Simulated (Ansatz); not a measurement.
## Lattice dynamics of BiAu3 (built on the sites of a database entry of Cu3Sb)

Aim: the vibrations of BiAu3 (built on the sites of a database entry of Cu3Sb), their spectra, and whether the structure is stable.

Main program and level: Ansatz 0.2.0; DFT LDA, scalar-relativistic, plane waves, norm-conserving pseudopotentials.

The structure was built from a prototype and need not be the compound's stable phase.

### 1. Starting point

Symmetry: Fm-3m, No. 225, cubic system. Conventional cell: a = 6.425 Å, b = 6.425 Å, c = 6.425 Å, α = 90.00°, β = 90.00°, γ = 90.00°. Au has 8 Au at 2.78 Å nearest. Nearest to Au lie 4 Au at 2.78 Å and 4 Bi at 2.78 Å. Nearest to Bi lie 8 Au at 2.78 Å. Farther neighbours are not listed.

As a file:

```cif
data_structure
_symmetry_space_group_name_H-M 'P 1'
_symmetry_Int_Tables_number 1
_cell_length_a 4.5433
_cell_length_b 4.5433
_cell_length_c 4.5433
_cell_angle_alpha 60.000
_cell_angle_beta 60.000
_cell_angle_gamma 60.000
_cell_volume 66.32
loop_
_atom_site_label
_atom_site_type_symbol
_atom_site_fract_x
_atom_site_fract_y
_atom_site_fract_z
_atom_site_occupancy
Au1 Au 0.50000 0.50000 0.50000 1
Au2 Au 0.25000 0.25000 0.25000 1
Au3 Au 0.75000 0.75000 0.75000 1
Bi4 Bi 0.00000 0.00000 0.00000 1
```

### 2. Coarse relaxation

The start is far from rest, so a relaxation with loose tolerances brings it close first.

Contents of input.yaml:

```yaml
crystal:
  lattice:
    - [0.0, 3.21263, 3.21263]
    - [3.21263, 0.0, 3.21263]
    - [3.21263, 3.21263, 0.0]
  atoms:
    - { symbol: Au, position: [0.5, 0.5, 0.5] }
    - { symbol: Au, position: [0.25, 0.25, 0.25] }
    - { symbol: Au, position: [0.75, 0.75, 0.75] }
    - { symbol: Bi, position: [0.0, 0.0, 0.0] }
kpoints:
  mp_grid: { grid: [6, 6, 6] }
hamiltonian:
  xc: lda
  pseudopotentials: { kind: nc }
scf:
  occupations: { method: gaussian, width: 0.1 }
output:
  forces: true
  stress: true
  eigenvalues: true
relax:
  adjacent_minimum: "off"
  f_tol: 0.05
  max_steps: 80
  cell: { stress_tol: 0.5 }
```

On the command line:

```sh
$ ansatz run input.yaml --threads 8 --pin off --max-ram 14336MiB --backend cpu --events-out ev --progress --plain --runs-dir out
```

Numbers of over 12 decimals in the logs are rounded to 6 here.

What it wrote:

```text
The last accepted step is kept in <dir> (removed where the run ends without a failure and the disk answers)
Engine: ansatz 0.2.0, x86_64-unknown-linux-gnu
Pseudopotentials: kind: nc
Pseudopotential: Au, nc, valence charge 19, recommended cutoff 1034.032677 eV (normal), Au.nc.azcp (PseudoDojo's, or run here from an input of PseudoDojo's: the run reads no file of this project's for it)
[...]
F+E_penalty+E_count = -14267.34416742 eV   max|allowed force component| = 1.272e-17 eV/Å   (the final SCF, on the basis selected at the relaxed cell)
  cell:  # Å, volume = 77.5460 Å³
    - [0, 3.384620, 3.384620]
    - [3.384620, 0, 3.384620]
    - [3.384620, 3.384620, 0]
  atoms:
    - { symbol: Au, position: [0.500000, 0.500000, 0.500000] }
    - { symbol: Au, position: [0.250000, 0.250000, 0.250000] }
    - { symbol: Au, position: [0.75, 0.75, 0.75] }
    - { symbol: Bi, position: [0, 0, 0] }
[key lines of the parts left out:]
SCF converged after 4 iterations
Free energy (F): -14267.344167 eV
Fermi energy:    18.517563 eV
P = ⅓ Tr σ = 0.3297 GPa (3.297 kbar)
```

It took 17 s on 8 threads of AMD EPYC 7571, shared host; peak memory 0.88 GiB; 1.9 min of CPU time.

Step by step:

| step | energy less that of the first step (eV) | largest force component (eV/Å) | pressure (GPa) | volume (Å³) |
| --- | --- | --- | --- | --- |
| 1 | 0.0000 | 0.0000 | 32.63 | 66.32 |
| 2 | -0.9730 | 0.0000 | 2.01 | 76.49 |
| 3 | -0.9790 | 0.0000 | 0.52 | 77.27 |
| 4 | -0.9794 | 0.0000 | 0.01 | 77.55 |
| 5* | -0.9883 | 0.0000 | 0.33 | 77.55 |

Relaxation steps marked * repeat the geometry before them on a plane-wave basis chosen anew for their cell, so energy and pressure can jump there.

The run keeps the 48 symmetry operations that it works with, so distortions that break them were not tested.

| conventional cell, symmetrised | before | after | change |
| --- | --- | --- | --- |
| a (Å) | 6.425 | 6.769 | +5.4 % |
| b (Å) | 6.425 | 6.769 | +5.4 % |
| c (Å) | 6.425 | 6.769 | +5.4 % |
| volume (Å³/atom) | 16.58 | 19.39 | +16.9 % |

This step gave:

- pressure: 0.3297 GPa
- volume per atom: 19.39 Å³
- gap on the k-mesh: 0 eV

In this step the volume went from 16.58 to 19.39 Å³/atom.

### 3. Bringing the structure to rest

The cell and atoms are relaxed, since residual forces and stress would shift the frequencies.

Contents of input.yaml:

```yaml
crystal:
  lattice:
    - [0.0, 3.3846196166, 3.3846196166]
    - [3.3846196166, 0.0, 3.3846196166]
    - [3.3846196166, 3.3846196166, 0.0]
  atoms:
    - { symbol: Au, position: [0.5, 0.5, 0.5] }
    - { symbol: Au, position: [0.25, 0.25, 0.25] }
    - { symbol: Au, position: [0.75, 0.75, 0.75] }
    - { symbol: Bi, position: [0.0, 0.0, 0.0] }
kpoints:
  mp_grid: { grid: [12, 12, 12] }
hamiltonian:
  xc: lda
  pseudopotentials: { kind: nc }
scf:
  occupations: { method: gaussian, width: 0.1 }
output:
  forces: true
  stress: true
  eigenvalues: true
  write_density: true
  write_potential: true
  elf: true
  volumetric_format: npy
relax:
  adjacent_minimum: "off"
  f_tol: 0.005
  max_steps: 80
  cell: { stress_tol: 0.05 }
```

What it wrote:

```text
[...]
Crystal: 4 atoms, lattice volume = 77.546 Å³
Basis set: ecut = 1034.032677 eV, 5961 PW (Γ)
Bands: 44, of which v1, the nominal top of the filled ones, is band 36 counted from 1 (35 counted from 0)
Symmetry: 48 space group operations
[...]
k-points: 72 of 1728
[...]
SCF iter   1: F=—  HF=-14270.214494 eV  |F-HF|=—  |Δ(HF+E_count)|=         —  Δρ=9.84e-2  dr2=1.04e1  ethr=3.10e-3  ⟨swp⟩=10.1  Hψ=14696  notcnv=0  defer=51
[...]
SCF iter   8: F=-14267.412583 eV  HF=-14267.412583 eV  |F-HF|=1.40e-9  |Δ(HF+E_count)|=   5.09e-8  Δρ=4.91e-6  dr2=1.13e-8  ethr=1.39e-10  ⟨swp⟩=23.3  Hψ=33798  notcnv=0
SCF 1 converged in 8 iterations: F = -14267.412583 eV  dr2 = 1.13e-8
relax step   1: F+E_penalty+E_count = -14267.41258257 eV  Δ(F+E_penalty+E_count) = +0.000e0 eV  max|allowed force component| = 2.544e-17 eV/Å  Δτ_max = 0.0000 Å  P = -0.123 GPa  Ω = 77.546 Å³  (8 SCF iters, dr2 threshold 1.00e-7 eV, accepted)
Crystal: 4 atoms, lattice volume = 77.323 Å³
Basis set: ecut = 1034.032677 eV, 5817 PW (Γ)
[...]
SCF iter   5: F=-14267.412502 eV  HF=-14267.412502 eV  |F-HF|=8.35e-10  |Δ(HF+E_count)|=   1.90e-8  Δρ=2.19e-6  dr2=1.81e-9  ethr=5.29e-11  ⟨swp⟩=15.3  Hψ=27212  notcnv=0
SCF 2 converged in 5 iterations: F = -14267.412502 eV  dr2 = 1.81e-9
relax step   2: F+E_penalty+E_count = -14267.41250237 eV  Δ(F+E_penalty+E_count) = +8.020e-5 eV  max|allowed force component| = 1.156e-16 eV/Å  Δτ_max = 0.0000 Å  P = +0.265 GPa  Ω = 77.323 Å³  energy of the carried Pulay correction = +1.754e-5 eV  (5 SCF iters, dr2 threshold 3.81e-8 eV, rejected (line search))
Crystal: 4 atoms, lattice volume = 77.475 Å³
[...]
SCF iter   6: F=-14267.412616 eV  HF=-14267.412616 eV  |F-HF|=7.28e-12  |Δ(HF+E_count)|=  1.60e-10  Δρ=2.24e-7  dr2=2.17e-11  ethr=1.00e-12  ⟨swp⟩=9.4  Hψ=23241  notcnv=0
SCF 3 converged in 6 iterations: F = -14267.412616 eV  dr2 = 2.17e-11
relax step   3: F+E_penalty+E_count = -14267.41261565 eV  Δ(F+E_penalty+E_count) = -3.307e-5 eV  max|allowed force component| = 1.180e-16 eV/Å  Δτ_max = 0.0000 Å  P = -0.001 GPa  Ω = 77.475 Å³  energy of the carried Pulay correction = +5.579e-6 eV  (6 SCF iters, accepted)
[...]
SCF iter   1: F=—  HF=-14267.412821 eV  |F-HF|=—  |Δ(HF+E_count)|=         —  Δρ=1.01e-6  dr2=4.67e-10  ethr=5.86e-8  ⟨swp⟩=6.1  Hψ=29102  notcnv=0
eigensolver tolerance schedule: the retry pair's looser diagonalisation over-reported the residual by 90353.86 of it (diagonalisation noise at an unbounded share of the residual, at the tolerance the schedule requests for it); recorded, not acted on — ethr = c·dr2/N_el stays at c = 1.0e-1
[...]
SCF iter   2: F=—  HF=-14267.412611 eV  |F-HF|=—  |Δ(HF+E_count)|=   2.10e-4  Δρ=6.83e-7  dr2=2.24e-10  ethr=1.00e-12  ⟨swp⟩=4.8  Hψ=10387  notcnv=0
[...]
SCF iter   4: F=-14267.412611 eV  HF=-14267.412611 eV  |F-HF|=1.09e-11  |Δ(HF+E_count)|=  1.82e-11  Δρ=1.83e-7  dr2=1.70e-11  ethr=1.00e-12  ⟨swp⟩=13.3  Hψ=22322  notcnv=0
SCF 4 converged in 4 iterations: F = -14267.412611 eV  dr2 = 1.70e-11
relax step   4: F+E_penalty+E_count = -14267.41261089 eV  Δ(F+E_penalty+E_count) = +4.758e-6 eV  max|allowed force component| = 1.203e-16 eV/Å  Δτ_max = 0.0000 Å  P = -0.001 GPa  Ω = 77.475 Å³  stress off target by 8.33e-4 GPa  SCF on the basis re-selected at this cell (its energy is not comparable with the rows above)  (4 SCF iters)
basis re-selected at this cell: Δ(F+E_penalty+E_count) = +4.758e-6 eV, ΔP = -0.000 GPa vs the last step (what re-selecting the basis moved, of the pressure what is left beyond the Pulay correction that the steps carried, after the strain that the cell walked since its last selection, with what the two solves' SCF thresholds leave and, on support functions, any second-order correction that the steps lacked; it is no m [...]
SCF converged after 4 iterations
Free energy (F): -14267.412611 eV
[...]
Internal energy: -14267.405867 eV  (E = F + TS)
E sigma→0 (E₀):  -14267.409239 eV
Entropy (-TS):   -0.006744 eV (-1.686 meV/atom)
Fermi energy:    18.639812 eV
[...]
--- Stress (GPa, compression-positive) ---
       -0.000833       0.000000       0.000000
        0.000000      -0.000833      -0.000000
        0.000000      -0.000000      -0.000833
  P = ⅓ Tr σ = -0.0008 GPa (-0.008 kbar)
--- Band table (eV; the first three rows and the last of 72) ---
  k-point 0: bands = [... 32 lower, 15.2922, 15.2922, 19.5916, 19.7879, 19.7879, 19.7879, 22.4229, 22.4229, ... 4 higher]
  k-point 1: bands = [... 32 lower, 15.3168, 15.3168, 19.3977, 19.7708, 19.7708, 19.7910, 21.9009, 22.2974, ... 4 higher]
  k-point 2: bands = [... 32 lower, 15.3696, 15.3696, 18.6970, 19.7284, 19.7284, 19.9750, 21.2539, 22.0379, ... 4 higher]
  k-point 71: bands = [... 32 lower, 15.2409, 15.6846, 15.6846, 15.7909, 20.7808, 21.5272, 21.9075, 21.9075, ... 4 higher]
--- Relaxed structure (3 steps of the walk, 2 accepted, 1 SCFs on fresh bases) ---
[...]
cell:  # Å, volume = 77.4750 Å³
    - [0, 3.383586, 3.383586]
    - [3.383586, 0, 3.383586]
    - [3.383586, 3.383586, 0]
  atoms:
    - { symbol: Au, position: [0.500000, 0.500000, 0.500000] }
    - { symbol: Au, position: [0.250000, 0.250000, 0.250000] }
    - { symbol: Au, position: [0.75, 0.75, 0.75] }
    - { symbol: Bi, position: [0, 0, 0] }
```

The job ended after 69 s (8 threads; peak memory 1.2 GiB).

Little changed from the start: no atom moved by 0.005 Å and no cell edge by 0.1 %.

This step gave:

```
pressure        : -8.33e-4 GPa
volume per atom : 19.37 Å³
```

ELF in the ac plane of the conventional cell at fractional y = 0.000, with atoms of Au and Bi within 0.2 Å of it. It is the smooth field of the valence electrons, not physical close to the nuclei.

Ten even steps from '0' (0.04) to '9' (0.69), each cell a mean:
```
1554223696984213452
5543223479963212455
4432112345432212344
3222111222222111223
1111111111111111111
2221112223322111222
5432112344443212234
9743223455554212368
6963224551354312499
3973224540154312596
9953223554554212479
7532123455543212346
3322112334432211233
2211111222221111122
2221111122221111122
4332112233332112234
5543212357643212345
4553223599974212455
0454223793695213451
```
Columns run along a (6.8 Å), rows up along c (6.8 Å), edges of the conventional cell, whose origin can differ from the input's. Atoms in or near the plane, at fractional coordinates: Au at (0.50, 0.00), Au at (0.00, 0.50), Bi at (0.00, 0.00), Bi at (0.50, 0.50).

Electrostatic potential energy in the ac plane of the conventional cell at fractional y = 0.000, with atoms of Au and Bi within 0.2 Å of it. With pseudopotentials it is smooth inside the atoms' cores, unlike the true potential.

Ten even steps from '_' (-105 eV) to '@' (21 eV), each cell a mean:
```
::==##@@@@@@@@##..____++%%@@@@@@%%++--
++**%%@@@@@@@@%%**==++%%@@@@@@@@@@##++
%%%%@@@@@@@@@@@@@@%%%%@@@@@@@@@@@@@@%%
@@@@@@@@@@@@@@@@@@@@@@@@@@@@@@@@@@@@@@
@@@@@@@@@@@@@@@@@@@@@@@@@@@@@@@@@@@@@@
@@@@@@@@@@@@@@@@@@@@@@@@@@@@@@@@@@@@@@
%%@@@@@@@@@@@@@@%%%%%%@@@@@@@@@@@@@@%%
==**@@@@@@@@@@%%**++**##@@@@@@@@@@%%++
__::##@@@@@@@@##==::--**%%@@@@@@%%++__
__..##@@@@@@@@##--..::++%%@@@@@@%%==__
..==%%@@@@@@@@##++--==**%%@@@@@@@@**..
##%%@@@@@@@@@@%%######%%@@@@@@@@@@%%##
@@@@@@@@@@@@@@@@@@@@@@@@@@@@@@@@@@@@@@
@@@@@@@@@@@@@@@@@@@@@@@@@@@@@@@@@@@@@@
@@@@@@@@@@@@@@@@@@@@@@@@@@@@@@@@@@@@@@
@@@@@@@@@@@@@@@@@@@@@@@@@@@@@@@@@@@@@@
####@@@@@@@@@@@@%%####@@@@@@@@@@@@%%##
==++##@@@@@@@@%%==..::**@@@@@@@@%%**==
..==##@@@@@@@@##..____==%%@@@@@@%%++::
```
Columns run along a (6.8 Å; values clipped at the 3rd and 97th percentile), rows up along c (6.8 Å), edges of the conventional cell, whose origin can differ from the input's. Atoms in or near the plane, at fractional coordinates: Au at (0.50, 0.00), Au at (0.00, 0.50), Bi at (0.00, 0.00), Bi at (0.50, 0.50).

Valence density in the ac plane of the conventional cell at fractional y = 0.000, with atoms of Au and Bi within 0.2 Å of it. It is the smooth field of the valence electrons, not physical close to the nuclei.

Ten even steps from '0' (0.13 × 1e0 e/Å³) to '9' (9.27 × 1e0 e/Å³), each cell a mean:
```
3510000288940000035
4200000036410000013
0000000000000000000
0000000000000000000
0000000000000000000
0000000000000000000
0000000000000000000
5200000024310000014
9810000153530000049
5920000151340000068
9510000145520000038
2100000011100000002
0000000000000000000
0000000000000000000
0000000000000000000
0000000000000000000
1100000012100000001
5310000159820000025
1510000295950000043
```
Columns run along a (6.8 Å), rows up along c (6.8 Å), edges of the conventional cell, whose origin can differ from the input's. Atoms in or near the plane, at fractional coordinates: Au at (0.50, 0.00), Au at (0.00, 0.50), Bi at (0.00, 0.00), Bi at (0.50, 0.50).

In this step the volume went from 19.39 to 19.37 Å³/atom.

### 4. Tight relaxation

Phonons need a cell at rest on their own settings, so the relaxation is repeated with tight tolerances on forces and stress on the k mesh and occupations of the first response run.

Contents of input.yaml:

```yaml
crystal:
  lattice:
    - [0.0, 3.3835857138, 3.3835857138]
    - [3.3835857138, 0.0, 3.3835857138]
    - [3.3835857138, 3.3835857138, 0.0]
  atoms:
    - { symbol: Au, position: [0.5, 0.5, 0.5] }
    - { symbol: Au, position: [0.25, 0.25, 0.25] }
    - { symbol: Au, position: [0.75, 0.75, 0.75] }
    - { symbol: Bi, position: [0.0, 0.0, 0.0] }
kpoints:
  mp_grid: { grid: [12, 12, 12] }
hamiltonian:
  xc: lda
  pseudopotentials: { kind: nc }
scf:
  occupations: { method: methfessel_paxton, width: 0.2 }
output:
  forces: true
  stress: true
  eigenvalues: true
relax:
  adjacent_minimum: "off"
  f_tol: 0.001
  max_steps: 60
  cell: { stress_tol: 0.01 }
```

What it wrote:

```text
[...]
Crystal: 4 atoms, lattice volume = 77.475 Å³
Basis set: ecut = 1034.032677 eV, 5817 PW (Γ)
Bands: 44, of which v1, the nominal top of the filled ones, is band 36 counted from 1 (35 counted from 0)
Symmetry: 48 space group operations
[...]
k-points: 72 of 1728
[...]
--- Relaxed structure (1 steps of the walk, 1 accepted, 1 SCFs on fresh bases) ---
[...]
cell:  # Å, volume = 77.4750 Å³
    - [0.0, 3.3835857138, 3.3835857138]
    - [3.3835857138, 0.0, 3.3835857138]
    - [3.3835857138, 3.3835857138, 0.0]
  atoms:
    - { symbol: Au, position: [0.5, 0.5, 0.5] }
    - { symbol: Au, position: [0.25, 0.25, 0.25] }
    - { symbol: Au, position: [0.750000, 0.750000, 0.750000] }
    - { symbol: Bi, position: [0.0, 0.0, 0.0] }
[key lines of the parts left out:]
SCF converged after 6 iterations
Free energy (F): -14267.408996 eV
Fermi energy:    18.637320 eV
P = ⅓ Tr σ = 0.0020 GPa (0.020 kbar)
```

The job ended after 37 s (8 threads; peak memory 1.2 GiB).

[end of part 1 of 2]

[Logs are printed without paths, hosts, clocks, repeated set-up lines and the standing remarks that a program may print on its own settings, such as how far it seeks lower states.]

[Hosts, paths, dates, database ids (printed as entryN), source tags and the programs' standing remarks are cut or masked in the printed files.]
